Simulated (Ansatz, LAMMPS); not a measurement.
# Static equation of state of glassy 73GeO2-27Al2O3 (mol %) (117 atoms)

Density of this cell: 3.37 g/cm³. The cell holds 117 atoms: 24 Ge, 18 Al and 75 O. Its edges and angles: a = 11.924 Å, b = 11.974 Å, c = 11.852 Å, α = 89.3°, β = 88.8°, γ = 91.8°. The starting structure: 117 atoms (24 Ge, 18 Al, 75 O) placed at random at 3.46 g/cm³, melted at 4000 K for 10 ps at fixed volume with the Morse and Coulomb pair potential with partial charges (Pedone, Malavasi, Menziani, Cormack and Segre, J. Phys. Chem. B 110, 11780 (2006)). Quenched from 4000 K to 300 K at 10 K/ps and fixed volume, held 10 ps at zero pressure.

Calculated with Ansatz 0.2.0: Kohn-Sham DFT, RPBE, PAW (set soft_2), plane waves; cutoff 420 eV, Γ point, gaussian smearing of 0.05 eV. Cell and atoms were relaxed first, to V0 = 14.452 Å³ an atom at a residual P0 = 0.005 GPa. The cell was then scaled evenly, and the atoms were relaxed at each volume.

| volume (Å³/atom) | pressure (GPa) |
| --- | --- |
| 13.007 | ? |
| 13.585 | 3.282 |
| 14.019 | 1.725 |
| 14.886 | -1.669 |
| 15.319 | -3.318 |

**Question.** Fit the third-order Birch–Murnaghan equation to the rows given and extrapolate to the withheld row.

Worked fit:

Take the Eulerian strain f = ½[(V0/V)^(2/3) − 1] and the normalised pressure F = (P − P0) / [3f(1 + 2f)^(5/2)]. The third-order Birch–Murnaghan equation is then the line F = B0 + (3/2)B0(B′ − 4) f, so u = f and v = F.

```
      u = f  v = F (GPa)
  0.0210565      46.7982
  0.0102568      53.1293
-0.00975650      60.0671
 -0.0190508      64.0724
```

With n = 4: mean u = 6.2652e-4, mean v = 56.0168, Σ(u − ū)² = 0.0010051, Σ(u − ū)(v − v̄) = -0.41671. Slope b = -0.41671 / 0.0010051 = -414.58; intercept a = v̄ − b ū = 56.277.

So B0 = a = 56.3 GPa and B′ = 4 + 2b/(3a) = -0.911. At the withheld volume f = 0.03638, F = a + b f = 41.19 GPa, and P = P0 + 3f(1 + 2f)^(5/2) F.

Prediction at 13.007: 5.364 GPa. The run gave 5.775 GPa, so the fit is low by 0.41 GPa (7.1 % of the value).

The series isn't one smooth equation of state: even a line fitted to all rows, the withheld one included, misses F by up to 4.2 %, the count of bonds changes along the series and an atom moves over 0.5 Å in some relaxation. B0 and B′ are then only the numbers of this fit, not moduli of the material. Among the rows given, the largest miss of the fit is at 13.585, by 0.052 GPa (0.58 % of the range of the table).

Limits: Static cells at zero temperature; the cell shape is held. The program notes that the SCF threshold of these relaxations is loose for the stress. The quench rate of 10 K/ps is many orders above laboratory rates, so the cell is likely richer in defects and strain than a real sample. The network of bonds at the start is that of the classical potential that made the cell, and needn't be the one that DFT or experiment would give. Only the Γ point is sampled, in a cell whose shortest periodic width is 12 Å.

[Logs are printed without paths, hosts, clocks, repeated set-up lines and the standing remarks that a program may print on its own settings, such as how far it seeks lower states.]

[Hosts, paths, dates, database ids (printed as entryN), source tags and the programs' standing remarks are cut or masked in the printed files.]
